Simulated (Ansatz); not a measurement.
# MgTiS3 (model cell, started as cubic perovskite with Ti in the octahedra): the cell at rest

Task: relax MgTiS3 (model cell, started as cubic perovskite with Ti in the octahedra) tightly.

Method: DFT PBE, scalar-relativistic, plane waves, PAW; PAW set soft_1, in Ansatz 0.2.0.

The structure was built from a prototype and need not be the compound's stable phase.

**1. Set-up**

The structure is cubic, space group Pm-3m (No. 221). Conventional cell: a = 4.792 Å, b = 4.792 Å, c = 4.792 Å, α = 90.00°, β = 90.00°, γ = 90.00°. Nearest to Mg lie 12 S at 3.39 Å. Ti has 6 S at 2.40 Å nearest. S has 2 Ti at 2.40 Å nearest. Farther neighbours and most contacts between anions are not listed.

**2. A coarse first look**

A quick single point on a coarse mesh tells whether the cell has a gap and how far it is from rest, which sets the k mesh and smearing that follow.

File input.yaml:

```yaml
crystal:
  lattice:
    - [4.7922, 0.0, 0.0]
    - [0.0, 4.7922, 0.0]
    - [0.0, 0.0, 4.7922]
  atoms:
    - { symbol: Mg, position: [0.0, 0.0, 0.0] }
    - { symbol: Ti, position: [0.5, 0.5, 0.5] }
    - { symbol: S, position: [0.5, 0.5, 0.0] }
    - { symbol: S, position: [0.5, 0.0, 0.5] }
    - { symbol: S, position: [0.0, 0.5, 0.5] }
kpoints:
  mp_grid: { grid: [4, 4, 4] }
hamiltonian:
  xc: pbe
  pseudopotentials: { kind: paw, azcp: { folder: soft_1 } }
scf:
  occupations: { method: gaussian, width: 0.1 }
output:
  forces: true
  stress: true
  eigenvalues: true
```

Launch:

```console
$ ansatz run input.yaml --threads 4 --pin off --max-ram 16384MiB --backend cpu --events-out ev --progress --plain --runs-dir out
```

Numbers of over 12 decimals in the logs are rounded to 6 here.

Log:

```text
Engine: ansatz 0.2.0, aarch64-unknown-linux-gnu
Pseudopotentials: kind: paw
Pseudopotential: Mg, paw, valence charge 10, recommended cutoff 420 eV (normal), soft_1/Mg.paw.azcp
Pseudopotential: Ti, paw, valence charge 12, recommended cutoff 420 eV (normal), soft_1/Ti.paw.azcp
Pseudopotential: S, paw, valence charge 6, recommended cutoff 420 eV (normal), soft_1/S.paw.azcp
Functional definition: PBE
[...]
k-point 0: bands = [... 16 lower, 4.9410, 5.5752, 5.5752, 5.5752, 5.5874, 6.1242, 6.1242, 6.1242, ... 1 higher]
  k-point 1: bands = [... 16 lower, 4.1129, 4.6279, 5.4039, 5.4039, 6.1502, 6.7805, 7.1977, 7.1977, ... 1 higher]
  k-point 2: bands = [... 16 lower, 3.3212, 4.3587, 5.4294, 5.4294, 6.1767, 7.4620, 7.8400, 7.8400, ... 1 higher]
  k-point 9: bands = [... 16 lower, 2.5070, 5.4666, 6.2984, 6.2984, 6.2984, 7.8572, 7.8572, 7.8572, ... 1 higher]
[key lines of the parts left out:]
SCF converged after 9 iterations
Free energy (F): -7133.197100 eV
Fermi energy:    6.164506 eV
P = ⅓ Tr σ = -3.7571 GPa (-37.571 kbar)
```

Run time: 0.86 s. Hardware: 4 threads of Arm Neoverse V1, shared host; peak memory 0.37 GiB; 2.8 s of CPU time.

Numbers from this step:

```
pressure          : -3.757 GPa
volume per atom   : 22.01 Å³
gap on the k-mesh : 0 eV
```

The coarse mesh shows no gap and a pressure of -3.8 GPa.

**3. Bringing the structure to rest**

The cell and atoms are relaxed, since residual forces and stress would shift the frequencies.

Changes to input.yaml since step 2:

```diff
@@ -12,3 +12,3 @@
 kpoints:
-  mp_grid: { grid: [4, 4, 4] }
+  mp_grid: { grid: [8, 8, 8] }
 hamiltonian:
@@ -22 +22,10 @@
   eigenvalues: true
+  write_density: true
+  write_potential: true
+  elf: true
+  volumetric_format: npy
+relax:
+  adjacent_minimum: "off"
+  f_tol: 0.005
+  max_steps: 80
+  cell: { stress_tol: 0.05 }
```

Log:

```text
[...]
Crystal: 5 atoms, lattice volume = 110.054 Å³
Basis set: ecut = 420 eV, 2109 PW (Γ), exchange–correlation on 72×72×72 points (8 copies of the dense FFT grid, shifted against one another)
Bands: 25, of which v1, the nominal top of the filled ones, is band 20 counted from 1 (19 counted from 0)
Symmetry: 48 space group operations
[...]
k-points: 35 of 512
[...]
SCF iter   1: F=—  HF=-7134.247005 eV  |F-HF|=—  |Δ(HF+E_count)|=         —  Δρ=5.36e-2  dr2=7.67e0  ethr=3.10e-3  ⟨swp⟩=6.2  Hψ=4393  notcnv=0
[...]
SCF iter   8: F=-7133.198825 eV  HF=-7133.198825 eV  |F-HF|=1.18e-9  |Δ(HF+E_count)|=   5.23e-7  Δρ=7.43e-6  dr2=5.42e-8  ethr=2.50e-10  ⟨swp⟩=12.9  Hψ=7159  notcnv=0
SCF 1 converged in 8 iterations: F = -7133.198825 eV  dr2 = 5.42e-8
[...]
relax step   1: F+E_penalty+E_count = -7133.19882503 eV  Δ(F+E_penalty+E_count) = +0.000e0 eV  max|allowed force component| = 3.313e-29 eV/Å  Δτ_max = 0.0000 Å  P = -3.574 GPa  Ω = 110.054 Å³  (8 SCF iters, dr2 threshold 1.00e-7 eV, accepted)
Crystal: 5 atoms, lattice volume = 105.067 Å³
Basis set: ecut = 420 eV, 2103 PW (Γ), exchange–correlation on 72×72×72 points (8 copies of the dense FFT grid, shifted against one another)
[...]
iter 1 solved again at ethr=1.80e-4 eV; its pass at ethr=3.10e-3 eV (dr2=7.21e-2 eV) is discarded
[...]
SCF iter   6: F=-7133.264398 eV  HF=-7133.264398 eV  |F-HF|=2.52e-7  |Δ(HF+E_count)|=   4.50e-7  Δρ=1.75e-5  dr2=4.46e-7  ethr=1.25e-9  ⟨swp⟩=9.7  Hψ=7306  notcnv=0
SCF 2 converged in 6 iterations: F = -7133.264398 eV  dr2 = 4.46e-7
relax step   2: F+E_penalty+E_count = -7133.26439765 eV  Δ(F+E_penalty+E_count) = -6.557e-2 eV  max|allowed force component| = 9.913e-30 eV/Å  Δτ_max = 0.0000 Å  P = -0.476 GPa  Ω = 105.067 Å³  energy of the carried Pulay correction = +5.534e-4 eV  (6 SCF iters, dr2 threshold 5.00e-7 eV, accepted)
Crystal: 5 atoms, lattice volume = 104.340 Å³
Basis set: ecut = 420 eV, 2007 PW (Γ), exchange–correlation on 72×72×72 points (8 copies of the dense FFT grid, shifted against one another)
[...]
SCF iter   6: F=-7133.265473 eV  HF=-7133.265473 eV  |F-HF|=1.12e-8  |Δ(HF+E_count)|=   2.58e-8  Δρ=3.34e-6  dr2=1.76e-8  ethr=5.64e-10  ⟨swp⟩=7.8  Hψ=6161  notcnv=0
SCF 3 converged in 6 iterations: F = -7133.265473 eV  dr2 = 1.76e-8
relax step   3: F+E_penalty+E_count = -7133.26547294 eV  Δ(F+E_penalty+E_count) = -1.075e-3 eV  max|allowed force component| = 9.269e-30 eV/Å  Δτ_max = 0.0000 Å  P = +0.042 GPa  Ω = 104.340 Å³  energy of the carried Pulay correction = +6.362e-4 eV  (6 SCF iters, dr2 threshold 5.00e-7 eV, accepted)
Basis set: ecut = 420 eV, 2007 PW (Γ), exchange–correlation on 64×64×64 points (8 copies of the dense FFT grid, shifted against one another)
[...]
SCF iter   1: F=—  HF=-7133.264465 eV  |F-HF|=—  |Δ(HF+E_count)|=         —  Δρ=4.12e-5  dr2=2.77e-7  ethr=1.01e-6  ⟨swp⟩=3.1  Hψ=6754  notcnv=0
eigensolver tolerance schedule: the retry pair's looser diagonalisation over-reported the residual by 1457.06 of it (diagonalisation noise at 0.90 of the residual, at the tolerance the schedule requests for it); recorded, not acted on — ethr = c·dr2/N_el stays at c = 1.0e-1
[...]
SCF iter   2: F=—  HF=-7133.264757 eV  |F-HF|=—  |Δ(HF+E_count)|=   2.92e-4  Δρ=2.38e-5  dr2=1.00e-7  ethr=6.91e-10  ⟨swp⟩=3.0  Hψ=1900  notcnv=0
[...]
SCF iter   6: F=-7133.264757 eV  HF=-7133.264757 eV  |F-HF|=8.19e-12  |Δ(HF+E_count)|=  4.82e-11  Δρ=9.50e-8  dr2=1.11e-11  ethr=1.00e-12  ⟨swp⟩=5.1  Hψ=4694  notcnv=0
SCF 4 converged in 6 iterations: F = -7133.264757 eV  dr2 = 1.11e-11
relax step   4: F+E_penalty+E_count = -7133.26475740 eV  Δ(F+E_penalty+E_count) = +7.155e-4 eV  max|allowed force component| = 5.706e-30 eV/Å  Δτ_max = 0.0000 Å  P = +0.047 GPa  Ω = 104.340 Å³  stress off target by 4.66e-2 GPa  SCF on the basis re-selected at this cell (its energy is not comparable with the rows above)  (6 SCF iters)
basis re-selected at this cell: Δ(F+E_penalty+E_count) = +7.155e-4 eV, ΔP = +0.004 GPa vs the last step (what re-selecting the basis moved, of the pressure what is left beyond the Pulay correction that the steps carried, after the strain that the cell walked since its last selection, with what the two solves' SCF thresholds leave and, on support functions, any second-order correction that the steps lacked; it is no measure of the basis error at this ecutwfc). The dense FFT grid was sized anew with the basis: this SCF ran on 32×32×32 points, the steps before it on 36×36×36, so part of this shift can come from that change (see relax.cell in the input reference). [rest of the remark cut]
SCF converged after 6 iterations
Free energy (F): -7133.264757 eV
[...]
Internal energy: -7133.251185 eV  (E = F + TS)
E sigma→0 (E₀):  -7133.257971 eV
Entropy (-TS):   -0.013573 eV (-2.715 meV/atom)
Fermi energy:    6.741949 eV
[...]
--- Stress (GPa, compression-positive) ---
        0.046629       0.000000      -0.000000
        0.000000       0.046629       0.000000
       -0.000000       0.000000       0.046629
  P = ⅓ Tr σ = 0.0466 GPa (0.466 kbar)
--- Band table (eV; the first three rows and the last of 35) ---
  k-point 0: bands = [... 16 lower, 5.4858, 6.2098, 6.2098, 6.2098, 6.2432, 6.6180, 6.6180, 6.6180, ... 1 higher]
  k-point 1: bands = [... 16 lower, 5.3757, 5.4510, 6.0402, 6.0402, 6.6267, 6.7290, 7.1377, 7.1377, ... 1 higher]
  k-point 2: bands = [... 16 lower, 4.5751, 5.1340, 6.0126, 6.0126, 6.6480, 7.4737, 7.8270, 7.8270, ... 1 higher]
  k-point 34: bands = [... 16 lower, 2.9119, 6.0407, 6.9631, 6.9631, 6.9631, 8.5298, 8.5298, 8.5298, ... 1 higher]
--- Relaxed structure (3 steps of the walk, 3 accepted, 1 SCFs on fresh bases) ---
  F+E_penalty+E_count = -7133.26475740 eV   max|allowed force component| = 5.706e-30 eV/Å   (the final SCF, on the basis selected at the relaxed cell)
  cell:  # Å, volume = 104.3400 Å³
    - [4.707789, 0, 0]
    - [0, 4.707789, 0.0]
    - [0, 0.0, 4.707789]
  atoms:
    - { symbol: Mg, position: [0, 0, 0] }
    - { symbol: Ti, position: [0.5, 0.5, 0.5] }
    - { symbol: S, position: [0.5, 0.5, 0] }
    - { symbol: S, position: [0.5, 0, 0.5] }
    - { symbol: S, position: [0, 0.5, 0.5] }
```

The job ended after 8.3 s (4 threads; peak memory 0.46 GiB).

The steps of the relaxation:

```tsv
step	energy less that of the first step (eV)	largest force component (eV/Å)	pressure (GPa)	volume (Å³)
1	0.0000	0.0000	-3.57	110.05
2	-0.0656	0.0000	-0.48	105.07
3	-0.0666	0.0000	0.04	104.34
4*	-0.0659	0.0000	0.05	104.34
```

Relaxation steps marked * repeat the geometry before them on a plane-wave basis chosen anew for their cell, so energy and pressure can jump there.

Forces are held to the 48 operations that the run works with; a distortion that breaks them can't arise in this run.

```tsv
conventional cell, symmetrised	before	after	change
a (Å)	4.792	4.708	-1.8 %
b (Å)	4.792	4.708	-1.8 %
c (Å)	4.792	4.708	-1.8 %
volume (Å³/atom)	22.01	20.87	-5.2 %
```

The relaxed structure:

```cif
data_structure
_symmetry_space_group_name_H-M 'P 1'
_symmetry_Int_Tables_number 1
_cell_length_a 4.7078
_cell_length_b 4.7078
_cell_length_c 4.7078
_cell_angle_alpha 90.000
_cell_angle_beta 90.000
_cell_angle_gamma 90.000
_cell_volume 104.34
loop_
_atom_site_label
_atom_site_type_symbol
_atom_site_fract_x
_atom_site_fract_y
_atom_site_fract_z
_atom_site_occupancy
Mg1 Mg 0.00000 0.00000 0.00000 1
Ti2 Ti 0.50000 0.50000 0.50000 1
S3 S 0.50000 0.50000 0.00000 1
S4 S 0.50000 0.00000 0.50000 1
S5 S 0.00000 0.50000 0.50000 1
```

This step gave:

```yaml
pressure: 0.04663 GPa
volume_per_atom: 20.87 Å³
```

ELF in the ac plane at fractional y = 0.500, with atoms of Ti and S within 0.2 Å of it. It is the smooth field of the valence electrons, not physical close to the nuclei.

Ten even steps from '_' (0.02) to '@' (0.84), each cell a mean:
```
____..**@@@@--..**@@%%==____
..__..==%%@@@@%%@@@@##::____
++--..::++%%@@@@@@##--..::==
@@%%++::..::------::..--##%%
@@@@@@++..::==**--..::##@@@@
==##@@**::++%%%%##----@@@@**
__==@@##--##%%##%%**--@@%%..
..**@@##::**%%%%%%==--@@@@--
%%@@@@**..--**##++::::%%@@@@
@@@@##--....::--::....++%%@@
##++--..--**####**++::::==**
::....--##@@@@@@@@@@++......
____..++@@@@**==##@@%%--____
____::##@@%%..__==@@@@++..__
```
Columns run along a (4.7 Å), rows up along c (4.7 Å). Atoms in or near the plane, at fractional coordinates: Ti at (0.50, 0.50), S at (0.50, 0.00), S at (0.00, 0.50).

Electrostatic potential energy in the ac plane at fractional y = 0.500, with atoms of Ti and S within 0.2 Å of it. With pseudopotentials it is smooth inside the atoms' cores, unlike the true potential.

Ten even steps from '0' (-37 eV) to '9' (11 eV), each cell a mean:
```
99997201048999
99998621379999
99999876789999
89999877789998
45898532478874
01586200147730
20375100027611
10486200037720
13787421258862
78998765689987
99999887899999
99999743589999
99998300159999
99997112048999
```
Columns run along a (4.7 Å; values clipped at the 3rd and 97th percentile), rows up along c (4.7 Å). Atoms in or near the plane, at fractional coordinates: Ti at (0.50, 0.50), S at (0.50, 0.00), S at (0.00, 0.50).

Valence density in the ac plane at fractional y = 0.500, with atoms of Ti and S within 0.2 Å of it. It is the smooth field of the valence electrons, not physical close to the nuclei.

Ten steps, logarithmic in the rise over the least value, from '0' (0 e/Å³) to '9' (11 e/Å³), each cell a mean:
```
00013444442100
00013455432100
11112344321111
32211233321122
44322356422234
45433688743344
24534799863454
45433699853454
44422467632344
33221234321233
21112233321111
00012445432100
00013454542100
00023442443100
```
Columns run along a (4.7 Å), rows up along c (4.7 Å). Atoms in or near the plane, at fractional coordinates: Ti at (0.50, 0.50), S at (0.50, 0.00), S at (0.00, 0.50).

In this step the volume went from 22.01 to 20.87 Å³/atom.

**4. Relaxing to small forces for the phonons**

Phonons need a cell at rest on their own settings, so the relaxation is repeated with tight tolerances on forces and stress on the k mesh and occupations of the first response run.

File input.yaml:

```yaml
crystal:
  lattice:
    - [4.7077889411, 0.0, 0.0]
    - [0.0, 4.7077889411, 0.0]
    - [0.0, 0.0, 4.7077889411]
  atoms:
    - { symbol: Mg, position: [0.0, 0.0, 0.0] }
    - { symbol: Ti, position: [0.5, 0.5, 0.5] }
    - { symbol: S, position: [0.5, 0.5, 0.0] }
    - { symbol: S, position: [0.5, 0.0, 0.5] }
    - { symbol: S, position: [0.0, 0.5, 0.5] }
kpoints:
  mp_grid: { grid: [8, 8, 8] }
hamiltonian:
  xc: pbe
  pseudopotentials: { kind: paw, azcp: { folder: soft_1 } }
scf:
  occupations: { method: methfessel_paxton, width: 0.2 }
output:
  forces: true
  stress: true
  eigenvalues: true
relax:
  adjacent_minimum: "off"
  f_tol: 0.001
  max_steps: 60
  cell: { stress_tol: 0.01 }
```

Log:

```text
[...]
Crystal: 5 atoms, lattice volume = 104.340 Å³
Basis set: ecut = 420 eV, 2007 PW (Γ), exchange–correlation on 64×64×64 points (8 copies of the dense FFT grid, shifted against one another)
Bands: 25, of which v1, the nominal top of the filled ones, is band 20 counted from 1 (19 counted from 0)
[... 1 set-up line as in the run before ...]
[...]
k-points: 35 of 512
[...]
--- Relaxed structure (2 steps of the walk, 2 accepted, 1 SCFs on fresh bases) ---
[...]
cell:  # Å, volume = 104.3954 Å³
    - [4.708621, 0, 0.0]
    - [0, 4.708621, 0.0]
    - [0, 0.0, 4.708621]
  atoms:
    - { symbol: Mg, position: [0, 0, 0] }
    - { symbol: Ti, position: [0.5, 0.5, 0.5] }
    - { symbol: S, position: [0.5, 0.5, 0] }
    - { symbol: S, position: [0.5, 0, 0.5] }
    - { symbol: S, position: [0, 0.5, 0.5] }
[key lines of the parts left out:]
SCF converged after 8 iterations
Free energy (F): -7133.260035 eV
Fermi energy:    6.744362 eV
P = ⅓ Tr σ = 0.0069 GPa (0.069 kbar)
```

It took 5.1 s on 4 threads; peak memory 0.45 GiB.

Little changed from the start: no atom moved by 0.005 Å and no cell edge by 0.1 %.

Numbers from this step:

```yaml
pressure: 0.006870 GPa
volume_per_atom: 20.88 Å³
```

The forces vanish by symmetry and the pressure is 0.007 GPa, within the tolerances set. The cell now holds 20.88 Å³/atom.

**5. Results**

* space group after relaxation (within 0.01 Å): Pm-3m
* lattice constant a: 4.709 Å
* lattice constant b: 4.709 Å
* lattice constant c: 4.709 Å
* volume per atom: 20.9 Å³

**Reading.** The forces vanish by symmetry and the pressure is 0.007 GPa, within the tolerances set. The cell now holds 20.88 Å³/atom. The relaxation keeps the symmetry of its start, so it says nothing on stability against lower symmetry. The starting cell was built on a prototype and not taken from a measurement, so the phase need not exist.

[Logs are printed without paths, hosts, clocks, repeated set-up lines and the standing remarks that a program may print on its own settings, such as how far it seeks lower states.]

[Hosts, paths, dates, database ids (printed as entryN), source tags and the programs' standing remarks are cut or masked in the printed files.]
